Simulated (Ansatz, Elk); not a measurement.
# TiZnCu: X-ray structure factors from the self-consistent density

Structure refinements treat a crystal as free atoms side by side. For a made-up structure of TiZnCu (cell and positions from a PBEsol relaxation) the runs below show what the calculated density changes in F(hkl).

Program: Elk 11.2.3 (patched build). Level of theory: DFT, PBE, all-electron APW+lo, Dirac cores, scalar-relativistic bands, static density, no spin. Results are calculated unless marked as measured.

The structure was built from a prototype and need not be the compound's stable phase.

## 1. Starting point

Symmetry: P6_3/mmc, No. 194, hexagonal system. Conventional cell: a = 4.296 Å, b = 4.296 Å, c = 5.174 Å, α = 90.00°, β = 90.00°, γ = 120.00°. Nearest to Zn lie 5 Ti at 2.48 to 2.59 Å and 6 Cu at 2.80 Å. Nearest to Cu lie 2 Cu at 2.59 Å and 6 Zn at 2.80 Å and 6 Ti at 2.80 Å. Ti has 5 Zn at 2.48 to 2.59 Å and 6 Cu at 2.80 Å nearest. Farther neighbours are not listed.

## 2. Ground state and structure factors

An all-electron density is needed, since X-rays see the cores too. Task 0 finds the density and task 195 Fourier-transforms it; tshift is off so that phases refer to the origin typed.

File elk.in:

```
tasks
  0
  195

xctype
  20

spinpol
  .false.

rgkmax
  7.0

gmaxvr
  14.0

lmaxo
  7

lmaxapw
  8

swidth
  0.002

tshift
  .false.

ramdisk
  .false.

hmaxvr
  5.5

maxscl
  120

epspot
  1e-06

sppath
  './'

avec
  8.11780888175 0.00000000000 0.00000000000
  -4.05890444088 7.03022871466 -0.00000000000
  0.00000000000 -0.00000000000 9.77779825110

atoms
  3
  'Zn.in'
  2
  0.3333333333 0.6666666667 0.7500000000   0.000000 0.000000 0.000000
  0.6666666667 0.3333333333 0.2500000000   0.000000 0.000000 0.000000
  'Cu.in'
  2
  0.0000000000 -0.0000000000 -0.0000000000   0.000000 0.000000 0.000000
  -0.0000000000 -0.0000000000 0.5000000000   0.000000 0.000000 0.000000
  'Ti.in'
  2
  0.3333333333 0.6666666667 0.2500000000   0.000000 0.000000 0.000000
  0.6666666667 0.3333333333 0.7500000000   0.000000 0.000000 0.000000

ngridk
  6 6 5
```

Run with:

```sh
> OMP_NUM_THREADS=4 elk
```

Numbers of over 12 decimals in the logs are rounded to 6 here.

Log:

```text
┌─────────────────────────┐
│ Elk code version 11.2.3 │
└─────────────────────────┘

All units are atomic (Hartree, Bohr, etc.)

┌─────────────────────────────────────────────────┐
│ Ground-state run starting from atomic densities │
└─────────────────────────────────────────────────┘

Lattice vectors :
   8.117808882       0.000000000       0.000000000
  -4.058904441       7.030228715      -0.000000000
   0.000000000      -0.000000000       9.777798251

Reciprocal lattice vectors :
  0.7740001519      0.4468691960       0.000000000
  -0.000000000      0.8937383920       0.000000000
  -0.000000000       0.000000000      0.6425971518

Unit cell volume      :    558.0194654
Brillouin zone volume :   0.4445189260

Muffin-tin inner radius fraction :   0.1000000000E-01

Nuclei treated as point charges

Species : 1 (Zn)
 parameters loaded from : Zn.in
 name : zinc
 nuclear charge    :   -30.00000000
 electronic charge :    30.00000000
 atomic mass :    119233.3130
 muffin-tin radius :    2.318409571
 number of radial points in muffin-tin :    993
 inner part over the whole radius :   0.9944571810E-02
 number on inner part of muffin-tin    :    701
 approximate nuclear radius :   0.7484757725E-04
 number of mesh points to nuclear radius :    338
 atomic positions (lattice), magnetic fields (Cartesian) :
  1 :   0.33333333 -0.33333333 -0.25000000    0.00000000  0.00000000  0.00000000
  2 :  -0.33333333  0.33333333  0.25000000    0.00000000  0.00000000  0.00000000

Species : 2 (Cu)
 parameters loaded from : Cu.in
 name : copper
 nuclear charge    :   -29.00000000
 electronic charge :    29.00000000
 atomic mass :    115837.2717
 muffin-tin radius :    2.400000000
 number of radial points in muffin-tin :    993
 inner part over the whole radius :   0.9893084826E-02
 number on inner part of muffin-tin    :    701
 approximate nuclear radius :   0.7406004541E-04
 number of mesh points to nuclear radius :    336
 atomic positions (lattice), magnetic fields (Cartesian) :
  1 :   0.00000000  0.00000000  0.00000000    0.00000000  0.00000000  0.00000000
  2 :   0.00000000  0.00000000  0.50000000    0.00000000  0.00000000  0.00000000

Species : 3 (Ti)
 parameters loaded from : Ti.in
 name : titanium
 nuclear charge    :   -22.00000000
 electronic charge :    22.00000000
 atomic mass :    87256.20317
 muffin-tin radius :    2.318409571
 number of radial points in muffin-tin :    993
 inner part over the whole radius :   0.9932112009E-02
 number on inner part of muffin-tin    :    698
 approximate nuclear radius :   0.6805665174E-04
 number of mesh points to nuclear radius :    325
 atomic positions (lattice), magnetic fields (Cartesian) :
  1 :   0.33333333 -0.33333333  0.25000000    0.00000000  0.00000000  0.00000000
  2 :  -0.33333333  0.33333333 -0.25000000    0.00000000  0.00000000  0.00000000

Total number of atoms per unit cell :    6
Total muffin-tin volume :    324.6061857
 ratio of muffin-tin to unit cell volume :   0.5817112231

Spin treatment :
 spin-unpolarised

Number of Bravais lattice symmetries :   24
Number of crystal symmetries         :   24
Crystal has inversion symmetry
Real symmetric eigensolver will be used

k-point grid :      6     6     5
k-point offset :    0.000000000       0.000000000       0.000000000
k-point set is reduced with full crystal symmetry group
Total number of k-points :       21

Muffin-tin radius times maximum |G+k| :    7.000000000
 using average radius
Maximum |G+k| for APW functions       :    2.984302932
Maximum (1/2)|G+k|²                   :    4.453031995
Maximum |G| for potential and density :    14.00000000
Constant for pseudocharge density :    8
 order of it for each species :   15  15  15
 order of it for pair densities of each species (exact exchange by exxq0 0: 16) :    9  10   9
Radial integration step length :    1

G-vector grid sizes :     40    40    45
Number of G-vectors :    25867

Maximum angular momentum used for
 APW functions            :    8
 outer part of muffin-tin :    7
[...]
correlation                 :     -7.632058
 electron entropic           :    -0.27218329410031E-02
 total energy                :     -8606.7179992675

Density of states at Fermi energy :    204.9891377
 (states/Hartree/unit cell)

Estimated indirect band gap :   0.1404382756E-02
 from k-point 20 to k-point 17
Estimated direct band gap   :   0.5314541360E-02
 at k-point 20

Charges :
 core                        :    68.00000000
 valence                     :    94.00000000
 interstitial                :    8.339950838
 muffin-tins (core leakage)
  species : 1 (Zn)
[...]
species : 2 (Cu)
[...]
species : 3 (Ti)
[...]
total in muffin-tins        :    153.6600492
 total calculated charge     :    161.9991073
 total charge                :    162.0000000
 error                       :   0.8927365695E-03

RMS change in Kohn-Sham potential (target) :   0.8086898419     (  0.1000000000E-05)
Absolute change in total energy (target)   :   0.2506665162E-01 (  0.1000000000E-03)

[... loops 3 to 18 left out ...]

┌──────────────────┐
│ Loop number : 19 │
└──────────────────┘

Energies :
 Fermi                       :     0.279950
 sum of occupied eigenvalues :     -4945.1617169713
 electron kinetic            :      8749.0780618373
 core electron kinetic       :      7815.2302520048
 Coulomb                     :     -16995.943265803
 Coulomb potential           :     -13222.702983964
 nuclear-nuclear             :     -1405.8382572970
 electron-nuclear            :     -18005.149271703
 Hartree                     :      2415.0442631975
 Madelung                    :     -10384.591773820
 xc potential                :     -471.53679484432
 exchange                    :     -355.39123567373
 correlation                 :     -7.646097
 electron entropic           :    -0.16553580022086E-02
 total energy                :     -8609.9041922231

Density of states at Fermi energy :    122.8883036
 (states/Hartree/unit cell)

Estimated indirect band gap :   0.1871781219E-02
 from k-point 5 to k-point 3
Estimated direct band gap   :   0.4492942693E-02
 at k-point 5

Charges :
 core                        :    68.00000000
 valence                     :    94.00000000
 interstitial                :    7.070142176
 muffin-tins (core leakage)
  species : 1 (Zn)
[...]
species : 2 (Cu)
[...]
species : 3 (Ti)
[...]
total in muffin-tins        :    154.9298578
 total calculated charge     :    161.9991951
 total charge                :    162.0000000
 error                       :   0.8049198425E-03

RMS change in Kohn-Sham potential (target) :   0.4132182820E-06 (  0.1000000000E-05)
Absolute change in total energy (target)   :   0.6894066428E-04 (  0.1000000000E-03)

Convergence targets achieved

┌──────────────────┐
│ Loop number : 20 │
└──────────────────┘

Energies :
 Fermi                       :     0.279950
 sum of occupied eigenvalues :     -4945.1617038224
 electron kinetic            :      8749.0780635422
 core electron kinetic       :      7815.2302530250
 Coulomb                     :     -16995.943259634
 Coulomb potential           :     -13222.702986683
 nuclear-nuclear             :     -1405.8382572970
 electron-nuclear            :     -18005.149257758
 Hartree                     :      2415.0442554218
 Madelung                    :     -10384.591766292
 xc potential                :     -471.53678068170
 exchange                    :     -355.39123547869
 correlation                 :     -7.646097
 electron entropic           :    -0.16553581424081E-02
 total energy                :     -8609.9041841267

Density of states at Fermi energy :    122.8882910
 (states/Hartree/unit cell)

Estimated indirect band gap :   0.1871778189E-02
 from k-point 5 to k-point 3
Estimated direct band gap   :   0.4492945864E-02
 at k-point 5

Charges :
 core                        :    68.00000000
 valence                     :    94.00000000
 interstitial                :    7.070141473
 muffin-tins (core leakage)
  species : 1 (Zn)
[...]
species : 2 (Cu)
[...]
atom 2                    :    28.25826156     (  0.1563079019E-03)
  species : 3 (Ti)
   atom 1                    :    20.18773529     ( -0.2175556890E-06)
   atom 2                    :    20.18773529     ( -0.2175556890E-06)
 total in muffin-tins        :    154.9298585
 total calculated charge     :    161.9991951
 total charge                :    162.0000000
 error                       :   0.8049196135E-03

┌──────────────────────────────┐
│ Self-consistent loop stopped │
└──────────────────────────────┘

Warning : core states of species 1 leak from the muffin-tin :   0.1320269931E-03

Warning : core states of species 2 leak from the muffin-tin :   0.1563079019E-03

Wrote STATE.OUT
```

Run time: 42 s. Hardware: 4 threads of Arm Neoverse V2, shared host; peak memory 0.22 GiB.

SFACRHO.OUT:

```text

h k l indices transformed by vhmat matrix:
   1.000000000       0.000000000       0.000000000    
   0.000000000       1.000000000       0.000000000    
   0.000000000       0.000000000       1.000000000    

      h      k      l  multipl.   |H|            Re(F)            Im(F)           |F|

      0      0      0      1   0.0000000       162.00000      0.92552163E-18   162.00000    
      0      0      1      2  0.64259715      0.99097821E-14  0.38720379E-14  0.10639382E-13
      0     -1      0      6  0.89373839       6.6378372      0.19360189E-13   6.6378372    
     -1      1     -1      6   1.1007722      -14.492628     -0.16456161E-13   14.492628    
      0      1     -1      6   1.1007722       14.492628      -0.0000000       14.492628    
      0      0     -2      2   1.2851943      -33.860195      0.56108235E-14   33.860195    
      2     -1      0      6   1.5480003       119.45666     -0.66969696E-13   119.45666    
      1     -1     -2      6   1.5654050       81.303388     -0.27104265E-13   81.303388    
     -1      0      2      6   1.5654050       81.303388     -0.58080568E-14   81.303388    
     -1      2     -1     12   1.6760776     -0.97189528E-08 -0.19360189E-14  0.97189528E-08
      2     -2      0      6   1.7874768       5.8226956      0.63888625E-13   5.8226956    
      2     -2      1      6   1.8994748       12.906041     -0.19360189E-13   12.906041    
     -2      0     -1      6   1.8994748      -12.906041     -0.29040284E-14   12.906041    
      0      0     -3      2   1.9277915     -0.12713255E-13 -0.77440757E-14  0.14886153E-13
     -1      2     -2     12   2.0119715      -28.026240     -0.54947386E-13   28.026240    
      1      0      3      6   2.1248878      -12.454921      0.67760663E-14   12.454921    
      1     -1      3      6   2.1248878       12.454921     -0.67760663E-14   12.454921    
      2      0     -2      6   2.2015444       69.025577      0.38720379E-14   69.025577
```

Elk indexes on the primitive cell of elk.in and gives |H| = 4π sin θ/λ in inverse bohr. Below, one row stands for each form hkl of the conventional cell (m members, Friedel mates merged), F is for one primitive cell and the density is static (no thermal factor). Free-atom factors are Waasmaier and Kirfel's, and R is Σm||F|−|F'||/Σm|F|.

```csv
hkl,m,sin θ/λ (Å⁻¹),"abs F, DFT",neutral atoms,diff.
001,2,0.097,0.000,0.000,+0.000
100,6,0.134,6.638,6.975,-0.337
101,12,0.166,14.493,14.575,-0.082
002,2,0.193,33.860,33.978,-0.118
110,6,0.233,119.457,120.994,-1.537
102,12,0.235,81.303,82.465,-1.162
111,12,0.252,0.000,0.000,+0.000
200,6,0.269,5.823,6.151,-0.329
201,12,0.286,12.906,13.250,-0.344
003,2,0.290,0.000,0.000,+0.000
112,12,0.303,28.026,27.976,+0.050
103,12,0.320,12.455,12.749,-0.294
202,12,0.331,69.026,69.624,-0.599
210,12,0.356,5.037,5.219,-0.182
211,24,0.368,11.702,11.932,-0.231
113,12,0.372,0.000,0.000,+0.000
004,2,0.387,91.453,91.799,-0.346
203,12,0.395,11.281,11.447,-0.166
```

## 3. The highest occupied states alone

An energy window below the Fermi level keeps the highest occupied states, to see at which angles they scatter; shallow core shells can lie inside it and anion s states outside. No new self-consistency is needed.

elk.in: that of step 2 with these lines changed.

```diff
@@ -1,3 +1,2 @@
 tasks
-  0
   195
@@ -40,2 +39,5 @@
 
+wsfac
+  -0.161040 0.579950
+
 sppath
```

Run with:

```sh
> OMP_NUM_THREADS=4 elk
```

Log:

```text
┌─────────────────────────────────┐
│ Elk code version 11.2.3 started │
└─────────────────────────────────┘

Info(readinput): the functional depends on the density's gradient
 muffin-tin radial points multiplied by    2.00000
 (not where nrmtscf is given)

┌────────────────────┐
│ Current task : 195 │
└────────────────────┘
Info(checkmt): changed muffin-tin radius of species 1 (Zn) from   2.4000 to   2.3184
Info(checkmt): changed muffin-tin radius of species 3 (Ti) from   2.4000 to   2.3184

Info(sfacrho): density structure factors written to SFACRHO.OUT

 Energy window :  -0.1610400000      0.5799500000

┌──────────────────┐
│ Elk code stopped │
└──────────────────┘
```

It took 12 s on 4 threads; peak memory 0.16 GiB; 15 s of CPU time.

States within 12 eV below the Fermi level hold 54.00 electrons; any levels below the window count with the cores. Their amplitudes can exceed the total, where window and core parts have opposite phase:

```csv
hkl,sin θ/λ (Å⁻¹),"abs F, window","abs F, all"
001,0.097,0.000,0.000
100,0.134,5.977,6.638
101,0.166,12.564,14.493
002,0.193,3.054,33.860
110,0.233,26.377,119.457
102,0.235,18.913,81.303
111,0.252,0.000,0.000
200,0.269,3.999,5.823
201,0.286,8.860,12.906
003,0.290,0.000,0.000
```

## 4. Another functional

The difference from free atoms is small, so it is set against the change that LDA (Perdew-Wang) makes.

elk.in: that of step 3 with these lines changed.

```diff
@@ -1,2 +1,3 @@
 tasks
+  0
   195
@@ -4,3 +5,3 @@
 xctype
-  20
+  3
 
@@ -39,5 +40,2 @@
 
-wsfac
-  -0.161040 0.579950
-
 sppath
```

Run with:

```sh
> OMP_NUM_THREADS=4 elk
```

Log:

```text
┌─────────────────────────┐
│ Elk code version 11.2.3 │
└─────────────────────────┘

All units are atomic (Hartree, Bohr, etc.)

┌─────────────────────────────────────────────────┐
│ Ground-state run starting from atomic densities │
└─────────────────────────────────────────────────┘

Lattice vectors :
   8.117808882       0.000000000       0.000000000
  -4.058904441       7.030228715      -0.000000000
   0.000000000      -0.000000000       9.777798251

Reciprocal lattice vectors :
  0.7740001519      0.4468691960       0.000000000
[...]
species : 3 (Ti)
   atom 1                    :    20.19902885     ( -0.3504264241E-05)
   atom 2                    :    20.19902885     ( -0.3504264241E-05)
 total in muffin-tins        :    155.0118611
 total calculated charge     :    161.9991490
 total charge                :    162.0000000
 error                       :   0.8509964483E-03

┌──────────────────────────────┐
│ Self-consistent loop stopped │
└──────────────────────────────┘

Warning : core states of species 1 leak from the muffin-tin :   0.1346968666E-03

Warning : core states of species 2 leak from the muffin-tin :   0.1606838273E-03

Wrote STATE.OUT
[key lines of the parts left out:]
total energy                :     -8595.8484869509
```

Elapsed: 25 s, on 4 threads; peak memory 0.16 GiB.

Against the first run R = 0.06 %; the largest change is -0.081 at 004.

## 5. A coarser k-mesh

About half the k-points along each axis test the sampling.

elk.in: that of step 4 with these lines changed.

```diff
@@ -5,3 +5,3 @@
 xctype
-  3
+  20
 
@@ -64,2 +64,2 @@
 ngridk
-  6 6 5
+  3 3 2
```

Run with:

```sh
> OMP_NUM_THREADS=4 elk
```

Log:

```text
┌─────────────────────────┐
│ Elk code version 11.2.3 │
└─────────────────────────┘

All units are atomic (Hartree, Bohr, etc.)

┌─────────────────────────────────────────────────┐
│ Ground-state run starting from atomic densities │
└─────────────────────────────────────────────────┘

Lattice vectors :
   8.117808882       0.000000000       0.000000000
  -4.058904441       7.030228715      -0.000000000
   0.000000000      -0.000000000       9.777798251

Reciprocal lattice vectors :
  0.7740001519      0.4468691960       0.000000000
[...]
species : 3 (Ti)
   atom 1                    :    20.18990008     ( -0.2175554297E-06)
   atom 2                    :    20.18990008     ( -0.2175554297E-06)
 total in muffin-tins        :    154.9387655
 total calculated charge     :    161.9989612
 total charge                :    162.0000000
 error                       :   0.1038771120E-02

┌──────────────────────────────┐
│ Self-consistent loop stopped │
└──────────────────────────────┘

Warning : core states of species 1 leak from the muffin-tin :   0.1317813195E-03

Warning : core states of species 2 leak from the muffin-tin :   0.1563766788E-03

Wrote STATE.OUT
[key lines of the parts left out:]
total energy                :     -8609.8962494951
```

Wall time 24 s (4 threads); peak memory 0.21 GiB; 50 s of CPU time.

Against the first run R = 0.07 %; the largest change is +0.078 at 006.

## 6. Settings against the effect

```csv
run,R against the first run (%),"R against neutral atoms, low angle (%)",wall time
"PBE, rgkmax 7",0.00,1.50,42 s
LDA (Perdew-Wang),0.06,1.51,25 s
k-mesh 3×3×2,0.07,1.51,24 s
```

## 7. Results

| Item | Value |
| --- | --- |
| R against neutral atoms, sin θ/λ < 0.3 Å⁻¹ | 1.50 % |
| R against neutral atoms, 0.3 to 0.82 Å⁻¹ | 0.54 % |

What this shows: Independent neutral atoms miss the calculated amplitudes by R = 1.50 % below 0.3 Å⁻¹ and 0.54 % from there to 0.82 Å⁻¹; by shells, 5.08 % below 0.15 Å⁻¹ (1 form), 1.44 % 0.15 to 0.3 (6 forms), 0.64 % 0.3 to 0.45 (12 forms), 0.52 % above 0.45 (74 forms). Bonding, aspherical density and the tables' own atoms all enter these figures, and the runs don't part them. The largest change of an amplitude is -1.54 electrons, at 110. The window's part falls from 54.0 electrons at the origin to at most 11.66 between 0.45 and 0.82 Å⁻¹, where compact states inside the window still scatter. Below 0.3 Å⁻¹ the changes that finished (LDA (Perdew-Wang) and k-mesh 3×3×2) move F by R = 0.05 % at most, against the 1.50 % that separates it from free atoms. The basis has no finished test. These runs have no spin, though d or f shells may be open. Part of the difference isn't bonding: the tables are fits to free atoms and ions calculated by other methods than this functional. Thermal motion, anomalous dispersion and extinction are left out.

[Logs are printed without paths, hosts, clocks, repeated set-up lines and the standing remarks that a program may print on its own settings, such as how far it seeks lower states.]

[Hosts, paths, dates, database ids (printed as entryN), source tags and the programs' standing remarks are cut or masked in the printed files.]
